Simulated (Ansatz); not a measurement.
**1T-MnSeTe monolayer in a perpendicular field**

Wanted: the out-of-plane response of the 1T-MnSeTe monolayer. A positive field points along +c.

Program: Ansatz 0.2.0. Level of theory: plane-wave DFT, PBE-D3(BJ), Ansatz PAW. Results are calculated unless marked as measured.

This is a report of a sequence of runs, with most program output left out.

### 1. Starting point

The cell holds 3 atoms: 1 Te, 1 Mn and 1 Se. Its edges and angles: a = 3.637 Å, b = 3.637 Å, c = 36.820 Å, α = 90.0°, β = 90.0°, γ = 120.0°. Vacuum lies along c.

### 2. Relaxation

The starting cell is a guess, so the in-plane lattice and the atoms are relaxed first, with the slab cut off from its images along the normal.

input.yaml reads:

```yaml
crystal:
  lattice:
    - [3.6372765, 0.0, 0.0]
    - [-1.81863825, 3.1499738496, 0.0]
    - [0.0, 0.0, 36.8202573317]
  atoms:
    - { symbol: Te, position: [0.6666666667, 0.3333333333, 0.4603444198] }
    - { symbol: Mn, position: [0.0, 0.0, 0.5042872039], spin: 4.0 }
    - { symbol: Se, position: [0.3333333333, 0.6666666667, 0.5396555802] }
  periodic: [true, true, false]
magnetization:
  spin_polarized: true
kpoints:
  mp_grid: { grid: [12, 12, 1] }
hamiltonian:
  xc: pbe
  dispersion: d3bj
scf:
  occupations: { method: fermi_dirac, width: 0.05 }
  convergence: { dr2_threshold: 1.0e-09 }
relax:
  f_tol: 0.004
  max_steps: 90
  cell: {}
output:
  write_potential: true
  write_density: true
  volumetric_format: npy
```

On the command line:

```bash
$ ansatz run input.yaml --threads 2 --pin off --max-ram 3072MiB --backend cpu --events-out ev --progress --plain --runs-dir out
```

Elapsed: 2.1 min, on 2 threads of AMD EPYC 9R45, shared host; peak memory 0.99 GiB.

The steps of the relaxation:

```
step  energy less that of the first step (eV)  largest force component (eV/Å)  volume (Å³)
   1                                   0.0000                          0.5054       421.86
   2                                  -0.1462                          0.5468       419.90
   3                                  -0.1156                          2.9375       416.65
   4                                  -0.1533                          0.4332       422.24
   5                                  -0.1578                          0.7710       421.45
   6                                  -0.1611                          0.2982       420.71
   7                                  -0.1638                          0.1704       419.53
   8                                  -0.1639                          0.3230       416.85
   9                                  -0.1648                          0.0651       417.80
  10                                  -0.1649                          0.0392       417.48
  11                                  -0.1650                          0.0420       417.26
  12                                  -0.1650                          0.0411       417.12
  13                                  -0.1651                          0.0184       416.84
  14                                  -0.1651                          0.0068       416.92
  15                                  -0.1651                          0.0003       417.03
 16*                                  -0.1649                          0.0003       417.03
```

Relaxation steps marked * repeat the geometry before them on a plane-wave basis chosen anew for their cell, so energy and pressure can jump there. Relaxation step 3 was tried and not accepted.

Forces are held to the 6 operations that the run works with; a distortion that breaks them can't arise in this run.

```
cell as run  before  after  change
      a (Å)   3.637  3.616  -0.6 %
      b (Å)   3.637  3.616  -0.6 %
```

The atoms that moved most (Å, along periodic axes as changes of fractional coordinates times the final cell, across vacuum about the mean position):

```
atom     dx     dy      dz  length
 Te1  0.000  0.000  -0.090   0.090
 Se3  0.000  0.000   0.065   0.065
 Mn2  0.000  0.000   0.025   0.025
```

The relaxed structure:

```cif
data_structure
_symmetry_space_group_name_H-M 'P 1'
_symmetry_Int_Tables_number 1
_cell_length_a 3.6164
_cell_length_b 3.6164
_cell_length_c 36.8203
_cell_angle_alpha 90.000
_cell_angle_beta 90.000
_cell_angle_gamma 120.000
_cell_volume 417.03
loop_
_atom_site_label
_atom_site_type_symbol
_atom_site_fract_x
_atom_site_fract_y
_atom_site_fract_z
_atom_site_occupancy
Te1 Te 0.66667 0.33333 0.45790 1
Mn2 Mn 0.00000 0.00000 0.50497 1
Se3 Se 0.33333 0.66667 0.54142 1
```

This step gave:

```
energy at zero smearing : -16349.7986 eV
total moment            : 2.945 μB
site moments            : -0.1030, 2.976, -0.06387 μB
```

Site moment by atom:

```
atom  site moment (μB)
 Te1             -0.10
 Mn2              2.98
 Se3             -0.06
```

The lattice constant a goes from 3.637 to 3.616 Å.

### 3. Single point, field 0

A sawtooth potential applies the field, turning back in the middle of the vacuum. With the dipole correction the typed value is the field outside the slab. The induced dipole is small, so the SCF threshold is tight.

The cell differs from the one that the last finished run ended in (c 36.820 → 21.075 Å).

input.yaml reads:

```yaml
crystal:
  lattice:
    - [3.6163736014, 0.0, 0.0]
    - [-1.8081868007, 3.1318714084, 0.0]
    - [0.0, 0.0, 21.0750511801]
  atoms:
    - { symbol: Te, position: [0.6666666667, 0.3333333333, 0.4270452263], spin: -0.1 }
    - { symbol: Mn, position: [0.0, 0.0, 0.5092841714], spin: 2.98 }
    - { symbol: Se, position: [0.3333333333, 0.6666666667, 0.5729547737], spin: -0.06 }
magnetization:
  spin_polarized: true
kpoints:
  mp_grid: { grid: [18, 18, 1] }
  band_path:
    path: [[0, 0, 0], [0.5, 0, 0], [0.33333333, 0.33333333, 0], [0, 0, 0]]
    npoints: 16
hamiltonian:
  xc: pbe
  dispersion: d3bj
scf:
  occupations: { method: fermi_dirac, width: 0.02585 }
  convergence: { dr2_threshold: 1.0e-10 }
efield:
  axis: 3
  dipole_correction: true
  ramp_position: 0.97
  ramp_width: 0.06
  amplitude: 0
output:
  dos: { projected: true, e_range: [-6, 5] }
  write_potential: true
  write_density: true
  volumetric_format: npy
  elf: true
```

Wall time 17 s (2 threads); peak memory 0.96 GiB; 32 s of CPU time.

Numbers from this step:

```
energy at zero smearing        : -16349.7995 eV
total moment                   : 3.009 μB
site moments                   : -0.1013, 3.018, -0.05738 μB
work function, upper face      : 5.087 eV
work function, lower face      : 4.473 eV
dipole along the normal        : -0.03842 e·Å
step between the vacuum levels : 0.6138 eV
```

Running mean over a fixed 2.8 Å (it still follows the layers) of the planar mean; the ramp of the sawtooth is left out. Table of electron's electrostatic potential energy less the Fermi level by z:

z (Å), electron's electrostatic potential energy less the Fermi level (eV) and a bar from the least value:
```
      3.0       4.47 ############################
      3.5       4.47 ############################
      4.0       4.47 ############################
      4.5       4.47 ############################
      5.0       4.47 ############################
      5.5       4.45 ############################
      6.0       4.38 ############################
      6.5       4.10 ###########################
      7.0       3.09 #########################
      7.5       1.94 #####################
      8.0       0.99 ###################
      8.5      -0.52 ###############
      9.0      -2.11 ##########
      9.5      -3.90 #####
     10.0      -4.79 ###
     10.5      -5.60 #
     11.0      -5.80 
     11.5      -5.29 #
     12.0      -3.57 ######
     12.5      -1.21 #############
     13.0       0.86 ##################
     13.5       2.55 #######################
     14.0       3.99 ###########################
     14.5       4.83 #############################
     15.0       5.03 ##############################
     15.5       5.07 ##############################
     16.0       5.08 ##############################
     16.5       5.09 ##############################
     17.0       5.09 ##############################
     17.5       5.09 ##############################
     18.0       5.09 ##############################
```

The density of states has structure finer than the step of the table below, so its rows give means over 0.2 eV, whole bins alone (the curve runs from -6 to 1.99 eV). Peaks (eV: height): total -4.65: 6.98, -4.32: 7.10, -3.60: 11.7, -2.55: 8.97, -2.33: 8.57, 0.89: 13.6, 1.09: 12.7; up -4.65: 6.21, -4.32: 4.36, -3.60: 11.2, -2.55: 6.53, -2.33: 6.54, -2.06: 5.14, 0.89: 6.21; down -4.35: 4.58, -2.39: 5.16, -2.22: 2.37, 0.42: 3.34, 0.92: 7.70, 1.09: 11.8, 1.66: 3.25.

The density of states by energy, zero at the Fermi level; means over each step; values in states/eV a cell:

```
energy (eV)  total     up    down
       -5.8  0.291  0.291       0
       -5.6  0.521  0.505  0.0160
       -5.4   1.00  0.561   0.443
       -5.2   1.28  0.789   0.495
       -5.0   1.57   1.01   0.562
       -4.8   1.86   1.06   0.796
       -4.6   4.15   2.93    1.22
       -4.4   3.79   1.41    2.39
       -4.2   2.75  0.958    1.80
       -4.0   1.52  0.922   0.601
       -3.8   3.30   2.67   0.635
       -3.6   5.38   4.85   0.534
       -3.4   1.16  0.680   0.479
       -3.2   2.98   1.38    1.59
       -3.0   3.97   2.23    1.74
       -2.8   4.80   2.97    1.83
       -2.6   5.56   3.38    2.19
       -2.4   5.63   2.82    2.80
       -2.2   2.41  0.842    1.57
       -2.0   3.75   2.46    1.29
       -1.8   2.38   1.19    1.20
       -1.6   2.85   1.52    1.33
       -1.4   3.40   1.69    1.71
       -1.2   2.52   1.48    1.04
       -1.0   1.19  0.739   0.452
       -0.8   1.03  0.683   0.345
       -0.6  0.961  0.689   0.272
       -0.4  0.700  0.479   0.222
       -0.2  0.586  0.408   0.177
        0.0   1.50   1.05   0.452
        0.2   2.18   1.04    1.13
        0.4   4.12   1.83    2.29
        0.6   1.94  0.951   0.992
        0.8   4.57   2.16    2.42
        1.0   7.44   1.45    6.00
        1.2   2.69   1.02    1.67
        1.4   1.53  0.718   0.814
        1.6   2.27  0.391    1.88
        1.8   1.66  0.292    1.36
```

Projected DOS per atom over height of the atomic layer and energy from the Fermi level. Layers: Te Mn Se from below.

Values in states/eV, 22 rows by 3 columns, each cell a mean:
```
0.41 1.00 0.40
0.41 0.81 0.37
0.96 3.48 0.53
0.76 2.20 0.54
0.52 2.04 0.65
0.28 0.72 0.42
0.21 0.21 0.24
0.38 0.27 0.32
0.79 0.40 0.64
1.34 0.76 1.06
0.97 0.93 0.76
1.06 1.49 0.87
1.01 3.20 1.30
0.92 2.40 1.01
0.58 0.85 0.73
0.56 2.41 1.21
0.61 0.83 0.65
1.26 0.74 1.46
1.12 0.78 1.21
0.55 0.41 0.49
0.35 0.23 0.25
0.09 0.07 0.07
```
Columns: height of the atomic layer (Å) from 9 to 12.1 (not evenly spaced); rows upwards: energy from the Fermi level (eV) from -5.96 to 1.96.

Projected DOS per atom, spin up over height of the atomic layer and energy from the Fermi level. Layers: Te Mn Se from below.

Values in states/eV, 22 rows by 3 columns, each cell a mean:
```
0.18 0.05 0.05
0.34 0.12 0.15
0.51 0.29 0.32
0.58 0.49 0.46
0.43 0.42 0.53
0.25 0.29 0.37
0.15 0.09 0.21
0.26 0.13 0.27
0.44 0.22 0.48
0.55 0.51 0.55
0.38 0.67 0.41
0.33 1.08 0.34
0.56 2.35 0.21
0.42 1.97 0.20
0.21 0.63 0.20
0.41 2.30 0.92
0.22 0.71 0.32
0.40 0.49 0.43
0.73 0.63 0.85
0.29 0.30 0.33
0.20 0.17 0.17
0.09 0.07 0.07
```
Columns: height of the atomic layer (Å) from 9 to 12.1 (not evenly spaced); rows upwards: energy from the Fermi level (eV) from -5.96 to 1.96.

Projected DOS per atom, spin down over height of the atomic layer and energy from the Fermi level. Layers: Te Mn Se from below.

Values in states/eV, 22 rows by 3 columns, each cell a mean:
```
0.23 0.95 0.35
0.07 0.69 0.22
0.45 3.19 0.22
0.18 1.70 0.08
0.09 1.62 0.12
0.03 0.43 0.04
0.06 0.12 0.03
0.12 0.14 0.05
0.36 0.18 0.16
0.79 0.24 0.51
0.60 0.26 0.35
0.73 0.41 0.53
0.45 0.84 1.09
0.51 0.43 0.81
0.37 0.21 0.53
0.15 0.11 0.29
0.39 0.12 0.33
0.86 0.25 1.03
0.39 0.15 0.36
0.26 0.10 0.16
0.15 0.06 0.08
0.00 0.00 0.00
```
Columns: height of the atomic layer (Å) from 9 to 12.1 (not evenly spaced); rows upwards: energy from the Fermi level (eV) from -5.96 to 1.96.

Deep bands are left out, so band numbers here count from the lowest band kept and differ from the log's. The electronic bands at the labelled points (eV, zero at the Fermi level; # counts the bands kept):

```
  point  up #8  up #9  up #10  up #11  down #5  down #6  down #7  down #8
      Γ   0.53   0.53    2.03    2.03     0.15     0.15     0.69     0.69
halfway  -1.13  -0.34    0.19    1.53    -1.35    -0.86     0.22     1.03
      M  -2.00  -1.42    0.80    1.31    -2.27    -1.31     0.00     0.85
halfway  -2.04  -1.57    0.25    0.85    -2.29    -2.20     0.48     0.90
      K  -1.90  -1.78   -0.08    0.75    -2.32    -2.27     0.75     0.89
halfway  -1.53  -0.68    0.40    0.80    -1.68    -1.33     0.47     0.89
      Γ   0.53   0.53    2.03    2.03     0.15     0.15     0.69     0.69
```

Spin density in the ca plane at fractional y = 0.000, with atoms of Mn within 0.2 Å of it.

Values in e/Å³, 5 rows by 16 columns, each cell a mean:
```
0.0 0.0 0.0 0.0 0.0 0.0 0.1 1.6 0.1 0.0 0.0 0.0 0.0 0.0 0.0 0.0
0.0 0.0 0.0 0.0 0.0 0.0 0.0 0.1 0.0 0.0 0.0 0.0 0.0 0.0 0.0 0.0
0.0 0.0 0.0 0.0 0.0 0.0 0.0 0.0 0.0 0.0 0.0 0.0 0.0 0.0 0.0 0.0
0.0 0.0 0.0 0.0 0.0 0.0 0.0 0.2 0.0 0.0 0.0 0.0 0.0 0.0 0.0 0.0
0.0 0.0 0.0 0.0 0.0 0.0 0.2 2.7 0.2 0.0 0.0 0.0 0.0 0.0 0.0 0.0
```
Columns run along c (16.0 Å, from fractional 0.16 to 0.92 of the cell), rows up along a (3.6 Å). Atoms in or near the plane, at fractional coordinates: Mn at (0.51, 0.00).

ELF in the ca plane at fractional y = 0.000, with atoms of Mn within 0.2 Å of it. It is the smooth field of the valence electrons, not physical close to the nuclei.

Values, 5 rows by 16 columns, each cell a mean:
```
0.00 0.00 0.00 0.00 0.00 0.03 0.14 0.28 0.36 0.45 0.20 0.07 0.01 0.00 0.00 0.00
0.00 0.00 0.00 0.00 0.02 0.20 0.54 0.56 0.33 0.31 0.61 0.41 0.07 0.00 0.00 0.00
0.00 0.00 0.00 0.00 0.03 0.34 0.66 0.53 0.39 0.43 0.70 0.59 0.14 0.01 0.00 0.00
0.00 0.00 0.00 0.00 0.01 0.14 0.44 0.53 0.29 0.27 0.51 0.30 0.05 0.00 0.00 0.00
0.00 0.00 0.00 0.00 0.00 0.01 0.08 0.20 0.43 0.56 0.14 0.04 0.00 0.00 0.00 0.00
```
Columns run along c (16.0 Å, from fractional 0.09 to 0.85 of the cell), rows up along a (3.6 Å). Atoms in or near the plane, at fractional coordinates: Mn at (0.51, 0.00).

Electrostatic potential energy in the ca plane at fractional y = 0.000, with atoms of Mn within 0.2 Å of it. With pseudopotentials it is smooth inside the atoms' cores, unlike the true potential.

Values in eV, 5 rows by 16 columns, each cell a mean:
```
  4   4   4   4   3   2  -8 -26  -8   3   4   5   5   5   5   5
  4   4   4   4   2  -4  -2  -4  -2   1   4   5   5   5   5   5
  4   4   4   4   2  -9  -4   1  -3  -1   4   5   5   5   5   5
  4   4   4   4   3  -2  -3 -10  -2   2   4   5   5   5   5   5
  4   4   4   4   4   2 -10 -27 -10   3   4   5   5   5   5   5
```
Columns run along c (16.0 Å, from fractional 0.16 to 0.92 of the cell; values clipped at the 3rd and 97th percentile), rows up along a (3.6 Å). Atoms in or near the plane, at fractional coordinates: Mn at (0.51, 0.00).

The work function of the upper face is 5.09 eV.

### 4. Single point, field 0.1 V/Å

Changes to input.yaml since step 3:

```diff
@@ -27,5 +27,4 @@
   ramp_width: 0.06
-  amplitude: 0
+  amplitude: 0.1
 output:
-  dos: { projected: true, e_range: [-6, 5] }
   write_potential: true
@@ -33,2 +32 @@
   volumetric_format: npy
-  elf: true
```

Elapsed: 16 s, on 2 threads; peak memory 0.95 GiB; 32 s of CPU time.

The dipole is -0.00338 e·Å, 0.0350 e·Å from its value without field.

### 5. Atoms held, field -0.1 V/Å

Changes to input.yaml since step 4:

```diff
@@ -27,3 +27,3 @@
   ramp_width: 0.06
-  amplitude: 0.1
+  amplitude: -0.1
 output:
```

The job ended after 16 s (2 threads; peak memory 0.96 GiB; 30 s of CPU time).

The dipole is -0.0734 e·Å, -0.0350 e·Å from its value without field.

### 6. Response, atoms held

This step: plane-wave DFT, PBE-D3(BJ), Ansatz PAW; response to a field along the normal, atoms held (Ansatz 0.2.0).

The dipoles give the slope, and the difference of two potentials shows where the field is screened.

This step gave:

| Item | Value |
| --- | --- |
| equivalent conductor thickness p/(ε₀AE) | 5.597 Å |
| distance between the outer atoms | 3.075 Å |

Dipole of the cell against applied field:

```
applied field (V/Å)  dipole of the cell (e·Å)
            -0.1000                   -0.0734
             0.0000                   -0.0384
             0.1000                  -0.00338
```

The total moment stays at 3.01 μB for applied field from -0.1 to 0.1 V/Å.

Local field over the applied field, running mean. From the potentials at -0.1 and 0.1 V/Å; running mean over 2.5 Å. Local field over applied field against z:

```
z (Å)  local field over applied field
  4.5                           0.996
  5.0                           0.990
  5.5                           0.974
  6.0                           0.935
  6.5                           0.852
  7.0                           0.714
  7.5                           0.544
  8.0                           0.369
  8.5                           0.207
  9.0                          0.0891
  9.5                          0.0353
 10.0                          0.0151
 10.5                         0.00777
 11.0                          0.0199
 11.5                          0.0532
 12.0                           0.124
 12.5                           0.256
 13.0                           0.428
 13.5                           0.606
 14.0                           0.770
 14.5                           0.892
 15.0                           0.956
 15.5                           0.984
 16.0                           0.994
 16.5                           0.998
```

Electrons, planar mean, per unit field. Table of induced electron density by z:

```
z (Å)  induced electron density (e/Å³ per V/Å)
 4.10                                   6.5e-6
 4.39                                   1.2e-5
 4.83                                   3.2e-5
 5.12                                   5.8e-5
 5.56                                   1.4e-4
 5.85                                   2.5e-4
 6.15                                   4.3e-4
 6.59                                   9.2e-4
 6.88                                  0.00148
 7.17                                  0.00224
 7.61                                  0.00332
 7.90                                  0.00330
 8.34                                  0.00149
 8.63                                   8.4e-4
 8.93                                   7.3e-4
 9.37                                   4.2e-4
 9.66                                   3.3e-4
 9.95                                  -3.7e-4
10.39                                  -4.4e-4
10.68                                   2.5e-4
11.12                                   4.6e-4
11.42                                  -9.5e-5
11.71                                  -6.6e-4
12.15                                  -8.6e-4
12.44                                 -0.00136
12.73                                 -0.00256
13.17                                 -0.00352
13.46                                 -0.00289
13.90                                 -0.00159
14.20                                  -9.7e-4
14.49                                  -5.7e-4
14.93                                  -2.4e-4
15.22                                  -1.3e-4
15.51                                  -7.3e-5
15.95                                  -2.8e-5
16.25                                  -1.5e-5
16.68                                  -5.6e-6
16.98                                  -2.9e-6
```

By hand: between -0.1 and 0.1 V/Å the dipole changes by 0.07007 e·Å, a slope of 0.3503 e·Å²/V. A perfect conductor of thickness t has p = ε₀AEt, so t = 180.95 × 0.3503 / 11.326 = 5.60 Å (e/ε₀ = 180.95 V·Å, A in Å²).

The induced dipole is that of a conductor 5.60 Å thick.

### 7. Summary of results

| Quantity | Value |
| --- | --- |
| gap without field | none |
| work function, upper face | 5.09 eV |
| step between the vacuum levels | 0.614 eV |
| equivalent conductor thickness, atoms held | 5.60 Å |

What this shows: The induced dipole equals that of a perfect conductor 5.60 Å thick, while the outer atoms lie 3.08 Å apart. The two faces differ: the vacuum level above lies 0.61 eV higher than the one below. There is no gap over 0.03 eV, with or without the field. For an open d or f shell that can be the fault of a semilocal functional without a Hubbard term. The magnetic order is the one reached from the typed start; other orders were not compared. Spin-orbit coupling is left out, which matters for the bands of elements this heavy.

[Logs are printed without paths, hosts, clocks, repeated set-up lines and the standing remarks that a program may print on its own settings, such as how far it seeks lower states.]

[Hosts, paths, dates, database ids (printed as entryN), source tags and the programs' standing remarks are cut or masked in the printed files.]

[Maps of the electrostatic potential energy from Ansatz leave out the sawtooth potential of an applied field or a dipole correction, so their vacuum need not be flat; planar profiles and work functions include it.]

[The density of states shown here was stored with 400 of the rows of the run's finer table, so its peaks can read low, often by over a quarter, or be missed, and its means over a window can be off by a tenth or more.]
